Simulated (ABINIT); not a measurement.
# InH (P6_3/mmc): phonons by linear response, part 3 of 5

How does InH (P6_3/mmc) vibrate, and is this structure a minimum?

ABINIT 10.8.3; DFT LDA, scalar-relativistic, plane waves, HGH norm-conserving pseudopotentials.

So far. Step 6 (Self-consistent run for the response): The cell stands at -0.29 GPa: the relaxation ran with a smoothed and higher cutoff, and the difference is a stress of the finite basis. Step 7 (Linear response at Γ): The acoustic modes at Γ come out as far as 1.4 cm⁻¹ from zero, where they should vanish, a small numerical error. The lowest optical mode is imaginary, 776i cm⁻¹, an instability at this level and on this k mesh. The relaxed cell has a = 3.571, c = 5.651 Å (conventional setting).

The structure was built from a prototype and need not be the compound's stable phase.

### 8. Modes with the sum rule

anaddb reads the merged derivatives and imposes the acoustic sum rule.

anaddb.abi

```
ddb_filepath "gamma_DDB"
output_file "anaddb.abo"
outdata_prefix "anaddb"
asr 1
chneut 1
enunit 2
eivec 1
nph1l 1
qph1l 0.0 0.0 0.0 1.0
```

mrgddb.in

```
gamma_DDB
merged
2
dfpt_gammao_DDB
gso_DDB
```

Launch:

```console
mrgddb < mrgddb.in > mrgddb.log
OMP_NUM_THREADS=1 anaddb anaddb.abi > anaddb.log
```

anaddb.abo, the main output file:

```text
-outvars_anaddb: echo values of input variables ----------------------

 Miscellaneous information :
      enunit         2
       eivec         1
         asr         1
 First list of wavevector (reduced coord.) :
       nph1l         1
       qph1l
                     0.00000000E+00  0.00000000E+00  0.00000000E+00    1.000E+00

================================================================================

 read the DDB information and perform some checks

  ==== Info on the Cryst% object ====
 Real(R)+Recip(G) space primitive vectors, cartesian coordinates (Bohr,Bohr^-1):
 R(1)=  6.7488361  0.0000045  0.0000000  G(1)=  0.1481736  0.0855482  0.0000000
 R(2)= -3.3744220  5.8446612  0.0000000  G(2)= -0.0000001  0.1710962  0.0000000
 R(3)=  0.0000000  0.0000000 10.6780762  G(3)=  0.0000000  0.0000000  0.0936498
 Unit cell volume ucvol=  4.2119325E+02 bohr^3
 Angles (23,13,12)=  9.00000000E+01  9.00000000E+01  1.20000000E+02 degrees
 Time-reversal symmetry is present
 Reduced atomic positions [iatom, xred, symbol]:
    1)    0.3333333  0.6666667  0.2500000  In
    2)    0.6666667  0.3333333  0.7500000  In
    3)    0.6666667  0.3333333  0.2500000   H
    4)    0.3333333  0.6666667  0.7500000   H

 DDB file with 3 blocks has been read.

================================================================================

 Treat the first list of vectors

  Phonon wavevector (reduced coordinates) :  0.00000  0.00000  0.00000
 Phonon energies in Hartree :
  -3.536292E-03 -1.166205E-03 -4.005367E-04 -4.005367E-04  0.000000E+00
   0.000000E+00  0.000000E+00  3.970024E-04  2.185829E-03  2.185829E-03
   2.528099E-03  2.528099E-03
 Phonon energies in meV     :
- -9.622740E+01 -3.173407E+01 -1.089916E+01 -1.089916E+01  0.000000E+00
-  0.000000E+00  0.000000E+00  1.080299E+01  5.947944E+01  5.947944E+01
-  6.879307E+01  6.879307E+01
 Phonon frequencies in cm-1    :
- -7.761263E+02 -2.559525E+02 -8.790764E+01 -8.790764E+01  0.000000E+00
-  0.000000E+00  0.000000E+00  8.713195E+01  4.797341E+02  4.797341E+02
-  5.548535E+02  5.548535E+02
 Phonon frequencies in Thz     :
- -2.326768E+01 -7.673263E+00 -2.635405E+00 -2.635405E+00  0.000000E+00
-  0.000000E+00  0.000000E+00  2.612150E+00  1.438207E+01  1.438207E+01
-  1.663409E+01  1.663409E+01
 Phonon energies in Kelvin  :
- -1.116673E+03 -3.682586E+02 -1.264795E+02 -1.264795E+02  0.000000E+00
-  0.000000E+00  0.000000E+00  1.253634E+02  6.902303E+02  6.902303E+02
-  7.983104E+02  7.983104E+02

 Eigendisplacements
 (will be given, for each mode : in cartesian coordinates
   for each atom the real part of the displacement vector,
   then the imaginary part of the displacement vector - absolute values smaller than 1.0d-7 are set to zero)
  Mode number    1   Energy   -3.536292E-03
 Attention : low frequency mode.
   (Could be unstable or acoustic mode)
;  1  0.00000000E+00  0.00000000E+00  1.20424631E-04
;     0.00000000E+00  0.00000000E+00  0.00000000E+00
;  2  0.00000000E+00  0.00000000E+00 -1.20424631E-04
;     0.00000000E+00  0.00000000E+00  0.00000000E+00
;  3  0.00000000E+00  0.00000000E+00 -1.64461921E-02
;     0.00000000E+00  0.00000000E+00  0.00000000E+00
;  4  0.00000000E+00  0.00000000E+00  1.64461921E-02
;     0.00000000E+00  0.00000000E+00  0.00000000E+00
  Mode number    2   Energy   -1.166205E-03
 Attention : low frequency mode.
   (Could be unstable or acoustic mode)
;  1  0.00000000E+00  0.00000000E+00  1.44180586E-04
;     0.00000000E+00  0.00000000E+00  0.00000000E+00
;  2  0.00000000E+00  0.00000000E+00  1.44180586E-04
;     0.00000000E+00  0.00000000E+00  0.00000000E+00
;  3  0.00000000E+00  0.00000000E+00 -1.64244077E-02
;     0.00000000E+00  0.00000000E+00  0.00000000E+00
;  4  0.00000000E+00  0.00000000E+00 -1.64244077E-02
;     0.00000000E+00  0.00000000E+00  0.00000000E+00
  Mode number    3   Energy   -4.005367E-04
 Attention : low frequency mode.
   (Could be unstable or acoustic mode)
-  1  2.19855669E-04  1.49172398E-03  0.00000000E+00
-     0.00000000E+00  0.00000000E+00  0.00000000E+00
-  2 -2.19855669E-04 -1.49172398E-03  0.00000000E+00
-     0.00000000E+00  0.00000000E+00  0.00000000E+00
-  3  5.28413901E-04  3.58529616E-03  0.00000000E+00
-     0.00000000E+00  0.00000000E+00  0.00000000E+00
-  4 -5.28413901E-04 -3.58529616E-03  0.00000000E+00
-     0.00000000E+00  0.00000000E+00  0.00000000E+00
  Mode number    4   Energy   -4.005367E-04
 Attention : low frequency mode.
   (Could be unstable or acoustic mode)
-  1  1.49172398E-03 -2.19855669E-04  0.00000000E+00
-     0.00000000E+00  0.00000000E+00  0.00000000E+00
-  2 -1.49172398E-03  2.19855669E-04  0.00000000E+00
-     0.00000000E+00  0.00000000E+00  0.00000000E+00
-  3  3.58529616E-03 -5.28413901E-04  0.00000000E+00
-     0.00000000E+00  0.00000000E+00  0.00000000E+00
-  4 -3.58529616E-03  5.28413901E-04  0.00000000E+00
-     0.00000000E+00  0.00000000E+00  0.00000000E+00
  Mode number    5   Energy    0.000000E+00
 Attention : low frequency mode.
   (Could be unstable or acoustic mode)
-  1  0.00000000E+00  0.00000000E+00  1.53885708E-03
-     0.00000000E+00  0.00000000E+00  0.00000000E+00
-  2  0.00000000E+00  0.00000000E+00  1.53885708E-03
-     0.00000000E+00  0.00000000E+00  0.00000000E+00
-  3  0.00000000E+00  0.00000000E+00  1.53885683E-03
-     0.00000000E+00  0.00000000E+00  0.00000000E+00
-  4  0.00000000E+00  0.00000000E+00  1.53885683E-03
-     0.00000000E+00  0.00000000E+00  0.00000000E+00
  Mode number    6   Energy    0.000000E+00
 Attention : low frequency mode.
   (Could be unstable or acoustic mode)
-  1  0.00000000E+00 -1.53885709E-03  0.00000000E+00
-     0.00000000E+00  0.00000000E+00  0.00000000E+00
-  2  0.00000000E+00 -1.53885709E-03  0.00000000E+00
-     0.00000000E+00  0.00000000E+00  0.00000000E+00
-  3  0.00000000E+00 -1.53885489E-03  0.00000000E+00
-     0.00000000E+00  0.00000000E+00  0.00000000E+00
-  4  0.00000000E+00 -1.53885489E-03  0.00000000E+00
-     0.00000000E+00  0.00000000E+00  0.00000000E+00
  Mode number    7   Energy    0.000000E+00
 Attention : low frequency mode.
   (Could be unstable or acoustic mode)
-  1  1.53885709E-03  0.00000000E+00  0.00000000E+00
-     0.00000000E+00  0.00000000E+00  0.00000000E+00
-  2  1.53885709E-03  0.00000000E+00  0.00000000E+00
-     0.00000000E+00  0.00000000E+00  0.00000000E+00
-  3  1.53885489E-03  0.00000000E+00  0.00000000E+00
-     0.00000000E+00  0.00000000E+00  0.00000000E+00
-  4  1.53885489E-03  0.00000000E+00  0.00000000E+00
-     0.00000000E+00  0.00000000E+00  0.00000000E+00
  Mode number    8   Energy    3.970024E-04
;  1  0.00000000E+00  0.00000000E+00  1.54089813E-03
;     0.00000000E+00  0.00000000E+00  0.00000000E+00
;  2  0.00000000E+00  0.00000000E+00 -1.54089813E-03
;     0.00000000E+00  0.00000000E+00  0.00000000E+00
;  3  0.00000000E+00  0.00000000E+00  1.28530665E-03
;     0.00000000E+00  0.00000000E+00  0.00000000E+00
;  4  0.00000000E+00  0.00000000E+00 -1.28530665E-03
;     0.00000000E+00  0.00000000E+00  0.00000000E+00
  Mode number    9   Energy    2.185829E-03
-  1  7.37697964E-05 -3.31436595E-04  0.00000000E+00
-     0.00000000E+00  0.00000000E+00  0.00000000E+00
-  2 -7.37697964E-05  3.31436595E-04  0.00000000E+00
-     0.00000000E+00  0.00000000E+00  0.00000000E+00
-  3 -3.49643035E-03  1.57089355E-02  0.00000000E+00
-     0.00000000E+00  0.00000000E+00  0.00000000E+00
-  4  3.49643035E-03 -1.57089355E-02  0.00000000E+00
-     0.00000000E+00  0.00000000E+00  0.00000000E+00
  Mode number   10   Energy    2.185829E-03
-  1  3.31436595E-04  7.37697964E-05  0.00000000E+00
-     0.00000000E+00  0.00000000E+00  0.00000000E+00
-  2 -3.31436595E-04 -7.37697964E-05  0.00000000E+00
-     0.00000000E+00  0.00000000E+00  0.00000000E+00
-  3 -1.57089355E-02 -3.49643035E-03  0.00000000E+00
-     0.00000000E+00  0.00000000E+00  0.00000000E+00
-  4  1.57089355E-02  3.49643035E-03  0.00000000E+00
-     0.00000000E+00  0.00000000E+00  0.00000000E+00
  Mode number   11   Energy    2.528099E-03
-  1  3.18974929E-05 -1.40607748E-04  0.00000000E+00
-     0.00000000E+00  0.00000000E+00  0.00000000E+00
-  2  3.18974929E-05 -1.40607748E-04  0.00000000E+00
-     0.00000000E+00  0.00000000E+00  0.00000000E+00
-  3 -3.63362441E-03  1.60174264E-02  0.00000000E+00
-     0.00000000E+00  0.00000000E+00  0.00000000E+00
-  4 -3.63362441E-03  1.60174264E-02  0.00000000E+00
-     0.00000000E+00  0.00000000E+00  0.00000000E+00
  Mode number   12   Energy    2.528099E-03
-  1  1.40607748E-04  3.18974929E-05  0.00000000E+00
-     0.00000000E+00  0.00000000E+00  0.00000000E+00
-  2  1.40607748E-04  3.18974929E-05  0.00000000E+00
-     0.00000000E+00  0.00000000E+00  0.00000000E+00
-  3 -1.60174264E-02 -3.63362441E-03  0.00000000E+00
-     0.00000000E+00  0.00000000E+00  0.00000000E+00
-  4 -1.60174264E-02 -3.63362441E-03  0.00000000E+00
-     0.00000000E+00  0.00000000E+00  0.00000000E+00

 Analysis of degeneracies and characters (maximum tolerance=1.00E-06 a.u.)
 For each vibration mode, or group of modes if degenerate,
 the characters are given for each symmetry operation (see the list in the log file).
 Symmetry characters of vibration mode #   1
  1.0  1.0 -1.0 -1.0 -1.0 -1.0  1.0  1.0  1.0  1.0 -1.0 -1.0 -1.0 -1.0  1.0  1.0
  1.0  1.0 -1.0 -1.0 -1.0 -1.0  1.0  1.0
 Symmetry characters of vibration mode #   2
  1.0 -1.0  1.0 -1.0  1.0 -1.0  1.0 -1.0  1.0 -1.0  1.0 -1.0  1.0 -1.0  1.0 -1.0
  1.0 -1.0  1.0 -1.0  1.0 -1.0  1.0 -1.0
 Symmetry characters of vibration mode #   3
        degenerate with vibration mode #   4
  2.0  2.0  0.0 -0.0 -1.0 -1.0  0.0  0.0 -1.0 -1.0 -0.0 -0.0  2.0  2.0 -0.0  0.0
 -1.0 -1.0  0.0  0.0 -1.0 -1.0 -0.0 -0.0
 Symmetry characters of vibration mode #   5
       degenerate with vibration modes #   6 to    7
  3.0 -3.0  1.0 -1.0  2.0 -2.0  1.0 -1.0  0.0 -0.0  1.0 -1.0 -1.0  1.0  1.0 -1.0
  0.0 -0.0  1.0 -1.0  2.0 -2.0  1.0 -1.0
 Symmetry characters of vibration mode #   8
  1.0  1.0 -1.0 -1.0 -1.0 -1.0  1.0  1.0  1.0  1.0 -1.0 -1.0 -1.0 -1.0  1.0  1.0
  1.0  1.0 -1.0 -1.0 -1.0 -1.0  1.0  1.0
 Symmetry characters of vibration mode #   9
        degenerate with vibration mode #  10
  2.0  2.0 -0.0 -0.0 -1.0 -1.0  0.0  0.0 -1.0 -1.0  0.0  0.0  2.0  2.0 -0.0 -0.0
 -1.0 -1.0  0.0  0.0 -1.0 -1.0  0.0  0.0
 Symmetry characters of vibration mode #  11
        degenerate with vibration mode #  12
  2.0 -2.0  0.0 -0.0  1.0 -1.0  0.0 -0.0 -1.0  1.0  0.0  0.0 -2.0  2.0 -0.0  0.0
 -1.0  1.0 -0.0  0.0  1.0 -1.0  0.0  0.0
-
```

It took 0.81 s on 1 thread of Intel Xeon at 2.70GHz, shared host.

Numbers from this step:

```
lowest optical zone-centre mode : -776.1 cm⁻¹
```

No LO-TO term; unit eigenvectors of the mass-weighted matrix, from anaddb's displacements. Modes at Γ, with each element's share of the kinetic energy (negative means imaginary):

```csv
mode,frequency (cm⁻¹),In %,H %
1,-776.1,1,99
2,-256.0,1,99
3,-87.9,95,5
4,-87.9,95,5
5,0.0,99,1
6,0.0,99,1
7,0.0,99,1
8,87.1,99,1
9,479.7,5,95
10,479.7,5,95
11,554.9,1,99
12,554.9,1,99
```

Displacements in mode 1 (-776.1 cm⁻¹), the largest set to 1:
```
In1  0.00  0.00  0.01
In2  0.00  0.00 -0.01
H3   0.00  0.00 -1.00
H4   0.00  0.00  1.00
```

Displacements in mode 3 (-87.9 cm⁻¹), the largest set to 1:
```
In1  0.06  0.42  0.00
In2 -0.06 -0.42  0.00
H3   0.15  1.00  0.00
H4  -0.15 -1.00  0.00
```

The rule also moves an optical mode by 0.3 cm⁻¹.

(Part 3 of 5 ends here.)

[Host names and launcher messages were left out of these logs when they were recorded.]

[Logs are printed without paths, hosts, clocks, repeated set-up lines and the standing remarks that a program may print on its own settings, such as how far it seeks lower states.]

[Hosts, paths, dates, database ids (printed as entryN), source tags and the programs' standing remarks are cut or masked in the printed files.]
